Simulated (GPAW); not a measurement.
# C/Cu(111): work function by functional and basis

How far do functional and basis move the work function of C/Cu(111)?

Program: GPAW 26.7.0. Level of theory: GPAW, PAW setups; slab in vacuum, relaxation, in the first sound run; inputs show where later runs differ. Results are calculated unless marked as measured.

Report form: the programs' logs are mostly left out.

**1. The structure**

The cell holds 5 atoms: 4 Cu and 1 C. Its edges and angles: a = 2.553 Å, b = 2.553 Å, c = 21.720 Å, α = 90.0°, β = 90.0°, γ = 60.0°. Vacuum lies along c.

Structure file:

```
Cu C
1.0
     2.55266    0.00000    0.00000
     1.27633    2.21066    0.00000
     0.00000    0.00000   21.72049
Cu C
4 1
Direct
  0.00000 0.00000 0.32228
  0.33333 0.33333 0.41823
  0.66667 0.66667 0.51419
  0.00000 0.00000 0.61015
  0.33333 0.33333 0.67772
```

**2. Relaxation**

Forces are removed first; all later runs use this geometry. The lowest 2 atoms are held at bulk positions and keep their forces.

run.py

```python
import json
import numpy as np
from ase import Atoms
from ase.constraints import FixAtoms
from ase.optimize import BFGS
from gpaw import GPAW, PW

slab = Atoms(
    ['Cu', 'Cu', 'Cu', 'Cu', 'C'],
    positions=[
        [0.00000, 0.00000, 7.00000],
        [1.27633, 0.73689, 9.08423],
        [2.55266, 1.47378, 11.16847],
        [0.00000, 0.00000, 13.25270],
        [1.27633, 0.73689, 14.72049]],
    cell=[[2.55266, 0.0, 0.0], [1.27633, 2.21066, 0.0], [0.0, 0.0, 21.72049]],
    pbc=[True, True, False])

slab.calc = GPAW(mode=PW(500), xc='PBE', kpts={'size': (14, 14, 1), 'gamma': True},
                 occupations={'name': 'fermi-dirac', 'width': 0.1}, nbands='160%',
                 convergence={'density': 1e-05}, maxiter=200,
                 poissonsolver={'dipolelayer': 'xy'},
                 symmetry={'tolerance': 1e-3, 'extra_ids': [1, 1, 0, 0, 0]}, txt='slab.txt')
result = {}
slab.set_constraint(FixAtoms([0, 1]))
path = []
opt = BFGS(slab, maxstep=0.2)
opt.attach(lambda: path.append((slab.get_potential_energy(), slab.positions.tolist(), slab.get_forces().tolist())))
result['relaxed'] = bool(opt.run(fmax=0.03, steps=40))
result['path'] = path
energy = slab.get_potential_energy()
fermi = slab.calc.get_fermi_level()
v = slab.calc.get_electrostatic_potential().mean((0, 1)) - fermi
n = slab.calc.get_pseudo_density().mean((0, 1))
L = slab.cell[2, 2]
z = np.arange(len(v)) * L / len(v)
low, high = slab.positions[:, 2].min(), slab.positions[:, 2].max()
below, above = np.interp([low - 4.8, high + 4.8], z, v)
slopes = [np.interp(x, z, np.gradient(v, z)) for x in (low - 4.8, high + 4.8)]
eps = np.array([[slab.calc.get_eigenvalues(k, s) for k in range(len(slab.calc.get_ibz_k_points()))]
                for s in range(slab.calc.get_number_of_spins())]) - fermi
top, bottom = eps[eps < 0].max(), eps[eps > 0].min()
dipole = slab.get_dipole_moment()[2]
print(f'energy {energy:.4f} eV, Fermi level {fermi:.4f} eV, dipole {dipole:.5f} e A')
print(f'potential 4.8 A off the faces, from the Fermi level: lower {below:.4f} eV, upper {above:.4f} eV')
print(f'slope of the potential there: lower {slopes[0]:.5f}, upper {slopes[1]:.5f} eV/A')
print(f'nearest levels on the mesh: {top:.4f} and {bottom:.4f} eV')
print('magnetic moment', round(slab.get_magnetic_moment(), 3))
result.update(energy=energy, fermi=fermi, dipole=dipole, below=below, above=above, slopes=slopes, edges=[top, bottom],
              z=z.tolist(), v=v.tolist(), n=n.tolist(), positions=slab.positions.tolist(),
              forces=slab.get_forces(apply_constraint=False).tolist(), moments=slab.get_magnetic_moments().tolist())
json.dump(result, open('result.json', 'w'))
```

The run is started by

```
$ OMP_NUM_THREADS=1 OPENBLAS_NUM_THREADS=1 python run.py
```

Elapsed: 10 min, on 1 thread of Arm Neoverse V2, shared host; peak memory 0.23 GiB.

The steps of the relaxation:

```
step  energy less that of the first step (eV)  largest force (eV/Å)
   1                                   0.0000                0.4421
   2                                  -0.0031                0.3701
   3                                  -0.0092                0.0707
   4                                  -0.0094                0.0737
   5                                  -0.0127                0.1213
   6                                  -0.0138                0.0648
   7                                  -0.0140                0.0413
   8                                  -0.0141                0.0400
   9                                  -0.0142                0.0369
  10                                  -0.0143                0.0270
```

The atoms that moved most (Å):

```
atom     dx     dy     dz  length
 Cu4  0.000  0.000  0.104   0.104
  C5  0.000  0.000  0.067   0.067
 Cu3  0.000  0.000  0.033   0.033
```

Final coordinates:

```xyz
5
Lattice="2.5527 0.0000 0.0000 1.2763 2.2107 0.0000 0.0000 0.0000 21.7205" Properties=species:S:1:pos:R:3
Cu    0.0000    0.0000    7.0000
Cu    1.2763    0.7369    9.0842
Cu    2.5527    1.4738   11.2013
Cu    0.0000    0.0000   13.3563
C     1.2763    0.7369   14.7874
```

Numbers from this step:

| Property | Result |
| --- | --- |
| dipole along the normal | -0.06671 e·Å |
| levels nearest the Fermi level on the mesh | -0.1925, 0.05513 eV from the Fermi level |
| upper work function | 6.954 eV |
| lower work function | 4.800 eV |

The electrostatic potential energy of an electron (without an applied field's), less the Fermi level, planar mean oscillates, so the rows of the table below give means over windows of 2.08 Å about each position, cut where the curve ends. Its maxima inside the range that stand out by 2 % of the span (Å: eV): 8.1: -0.0742, 10.1: 0.134, 12.3: 0.129, 14.2: -4.57, 20.8: 6.96. Its minima: 7.0: -19.0, 9.1: -19.1, 11.2: -19.1, 13.4: -19.9, 14.8: -15.6.

The electrostatic potential energy of an electron (without an applied field's), less the Fermi level, planar mean by z; means over each step:

```
z (Å)  electrostatic potential energy of an electron (without an applied field's), less the Fermi level, planar mean (eV)
 1.04                                                                                                                4.90
 3.12                                                                                                                4.79
 5.20                                                                                                                3.66
 7.28                                                                                                               -8.03
 9.36                                                                                                               -8.12
11.44                                                                                                               -8.08
13.52                                                                                                               -10.1
15.60                                                                                                              -0.224
17.68                                                                                                                6.94
19.76                                                                                                                6.95
```

The pseudo valence density, planar mean oscillates, so the rows of the table below give means over windows of 2.17 Å about each position, cut where the curve ends. Its maxima inside the range that stand out by 2 % of the span (Å: e/Å³): 7.1: 2.37, 9.1: 2.41, 11.2: 2.43, 13.4: 2.41, 14.7: 0.555. Its minima: 8.0: 0.247, 10.1: 0.232, 12.3: 0.225, 14.1: 0.500.

The pseudo valence density, planar mean by z; means over each step:

```
z (Å)  pseudo valence density, planar mean (e/Å³)
 1.08                                           0
 3.25                                      3.2e-4
 5.42                                      0.0939
 7.59                                       0.928
 9.77                                       0.924
11.93                                       0.908
14.11                                       0.986
16.27                                      0.0789
18.45                                      8.3e-5
```

The relaxation lowered the energy of the cell by 0.0143 eV (energies extrapolated to zero smearing; the optimiser's log prints free energies). The largest force left on a free atom is 0.027 eV/Å.

**3. The slab's potential**

With the geometry fixed, the planar mean of the potential gives the vacuum level on each side.

This step: GPAW, PAW setups; slab in vacuum (GPAW 26.7.0).

Changes to run.py since step 2:

```diff
@@ -3,4 +3,2 @@
 from ase import Atoms
-from ase.constraints import FixAtoms
-from ase.optimize import BFGS
 from gpaw import GPAW, PW
@@ -12,5 +10,5 @@
         [1.27633, 0.73689, 9.08423],
-        [2.55266, 1.47378, 11.16847],
-        [0.00000, 0.00000, 13.25270],
-        [1.27633, 0.73689, 14.72049]],
+        [2.55266, 1.47378, 11.20128],
+        [-0.00000, 0.00000, 13.35627],
+        [1.27633, 0.73689, 14.78745]],
     cell=[[2.55266, 0.0, 0.0], [1.27633, 2.21066, 0.0], [0.0, 0.0, 21.72049]],
@@ -22,10 +20,4 @@
                  poissonsolver={'dipolelayer': 'xy'},
-                 symmetry={'tolerance': 1e-3, 'extra_ids': [1, 1, 0, 0, 0]}, txt='slab.txt')
+                 symmetry={'tolerance': 1e-3}, txt='slab.txt')
 result = {}
-slab.set_constraint(FixAtoms([0, 1]))
-path = []
-opt = BFGS(slab, maxstep=0.2)
-opt.attach(lambda: path.append((slab.get_potential_energy(), slab.positions.tolist(), slab.get_forces().tolist())))
-result['relaxed'] = bool(opt.run(fmax=0.03, steps=40))
-result['path'] = path
 energy = slab.get_potential_energy()
```

Elapsed: 96 s, on 1 thread; peak memory 0.22 GiB.

This step gave:

```
dipole along the normal                    : -0.06664 e·Å
levels nearest the Fermi level on the mesh : -0.1926, 0.05507 eV from the Fermi level
```

The electrostatic potential energy of an electron (without an applied field's), less the Fermi level, planar mean oscillates, so the rows of the table below give means over windows of 2.08 Å about each position, cut where the curve ends. Its maxima inside the range that stand out by 2 % of the span (Å: eV): 8.1: -0.0741, 10.1: 0.134, 12.3: 0.129, 14.2: -4.57, 20.8: 6.96. Its minima: 7.0: -19.0, 9.1: -19.1, 11.2: -19.1, 13.4: -19.9, 14.8: -15.6.

Electrostatic potential energy of an electron (without an applied field's), less the Fermi level, planar mean against z; means over each step:

z (Å), electrostatic potential energy of an electron (without an applied field's), less the Fermi level, planar mean (eV) and a bar from the least value:
```
     1.04        4.9 ##########################
     3.12        4.8 ##########################
     5.20        3.7 ########################
     7.28       -8.0 ####
     9.36       -8.1 ####
    11.44       -8.1 ####
    13.52      -10.1 
    15.60       -0.2 #################
    17.68        6.9 ##############################
    19.76        7.0 ##############################
```

Pseudo valence density, planar mean against z:

```
z (Å)  pseudo valence density, planar mean (e/Å³)
  3.5                                      2.1e-4
  4.0                                      7.3e-4
  4.5                                     0.00258
  5.0                                     0.00938
  5.5                                      0.0338
  6.0                                       0.126
  6.5                                       0.606
  7.0                                        2.31
  7.5                                       0.668
  8.0                                       0.247
  8.5                                       0.472
  9.0                                        2.23
  9.5                                       0.904
 10.0                                       0.255
 10.5                                       0.350
 11.0                                        1.82
 11.5                                        1.36
 12.0                                       0.296
 12.5                                       0.265
 13.0                                        1.10
 13.5                                        2.03
 14.0                                       0.558
 14.5                                       0.552
 15.0                                       0.521
 15.5                                       0.218
 16.0                                      0.0474
 16.5                                     0.00900
 17.0                                     0.00176
 17.5                                      3.6e-4
 18.0                                      7.4e-5
```

Force by atom:

```
atom  x (eV/Å)  y (eV/Å)  z (eV/Å)    size
 Cu1    0.0000    0.0000   -0.0800  0.0800
 Cu2    0.0000    0.0000    0.0925  0.0925
 Cu3    0.0000    0.0000   -0.0270  0.0270
 Cu4    0.0000    0.0000    0.0170  0.0170
  C5    0.0000    0.0000   -0.0051  0.0051
```

The potential is flat to 0.001 eV/Å where it is read, so the vacuum is wide enough.

**4. OptPBE vdW: xc = "optPBE-vdW"**

The same geometry under optPBE-vdW, to see how far the functional moves the levels against the vacuum (the van der Waals functionals take revPBE setups).

Changes to run.py since step 3:

```diff
@@ -16,3 +16,3 @@
 
-slab.calc = GPAW(mode=PW(500), xc='PBE', kpts={'size': (14, 14, 1), 'gamma': True},
+slab.calc = GPAW(mode=PW(500), xc='optPBE-vdW', kpts={'size': (14, 14, 1), 'gamma': True},
                  occupations={'name': 'fermi-dirac', 'width': 0.1}, nbands='160%',
```

The job ended after 1.7 min (1 thread; peak memory 0.35 GiB).

Numbers from this step:

```yaml
dipole_along_the_normal: -0.06876 e·Å
levels_nearest_the_fermi_level_on_the_mesh: -0.2073, 0.05053 eV from the Fermi level
upper_work_function: 7.166 eV
lower_work_function: 4.944 eV
```

The electrostatic potential energy of an electron (without an applied field's), less the Fermi level, planar mean oscillates, so the rows of the table below give means over windows of 1 Å about each position, cut where the curve ends. Its maxima inside the range that stand out by 2 % of the span (Å: eV): 8.1: -0.221, 10.1: -0.00589, 12.3: 0.00773, 14.2: -4.57, 20.8: 7.17. Its minima: 7.0: -18.9, 9.1: -19.0, 11.2: -19.0, 13.4: -19.8, 14.8: -15.5.

The electrostatic potential energy of an electron (without an applied field's), less the Fermi level, planar mean by z; means over each step:

```
z (Å)  electrostatic potential energy of an electron (without an applied field's), less the Fermi level, planar mean (eV)
    0                                                                                                                5.36
    1                                                                                                                4.94
    2                                                                                                                4.94
    3                                                                                                                4.94
    4                                                                                                                4.91
    5                                                                                                                4.55
    6                                                                                                               0.494
    7                                                                                                               -14.1
    8                                                                                                               -2.22
    9                                                                                                               -14.2
   10                                                                                                               -2.39
   11                                                                                                               -13.2
   12                                                                                                               -3.48
   13                                                                                                               -11.7
   14                                                                                                               -8.77
   15                                                                                                               -7.74
   16                                                                                                                5.92
   17                                                                                                                7.11
   18                                                                                                                7.16
   19                                                                                                                7.17
   20                                                                                                                7.17
   21                                                                                                                7.12
```

The pseudo valence density, planar mean oscillates, so the rows of the table below give means over windows of 2.17 Å about each position, cut where the curve ends. Its maxima inside the range that stand out by 2 % of the span (Å: e/Å³): 7.1: 2.38, 9.1: 2.42, 11.2: 2.43, 13.4: 2.41, 14.7: 0.557. Its minima: 8.0: 0.242, 10.1: 0.227, 12.3: 0.221, 14.1: 0.496.

Table of pseudo valence density, planar mean by z; means over each step:

```
z (Å)  pseudo valence density, planar mean (e/Å³)
 1.08                                      2.5e-6
 3.25                                      4.0e-4
 5.42                                      0.0935
 7.59                                       0.928
 9.77                                       0.924
11.93                                       0.908
14.11                                       0.986
16.27                                      0.0790
18.45                                      1.1e-4
```

Force by atom:

```
atom  x (eV/Å)  y (eV/Å)  z (eV/Å)   size
 Cu1     0.000     0.000    -0.338  0.338
 Cu2     0.000     0.000     0.116  0.116
 Cu3     0.000     0.000     0.005  0.005
 Cu4     0.000     0.000    -0.164  0.164
  C5     0.000     0.000     0.380  0.380
```

The upper face's work function is 7.166 eV, against 6.954 eV in the first plane-wave PBE run at this geometry.

(Part 1 of 2 ends here.)

[Logs are printed without paths, hosts, clocks, repeated set-up lines and the standing remarks that a program may print on its own settings, such as how far it seeks lower states.]

[Hosts, paths, dates, database ids (printed as entryN), source tags and the programs' standing remarks are cut or masked in the printed files.]
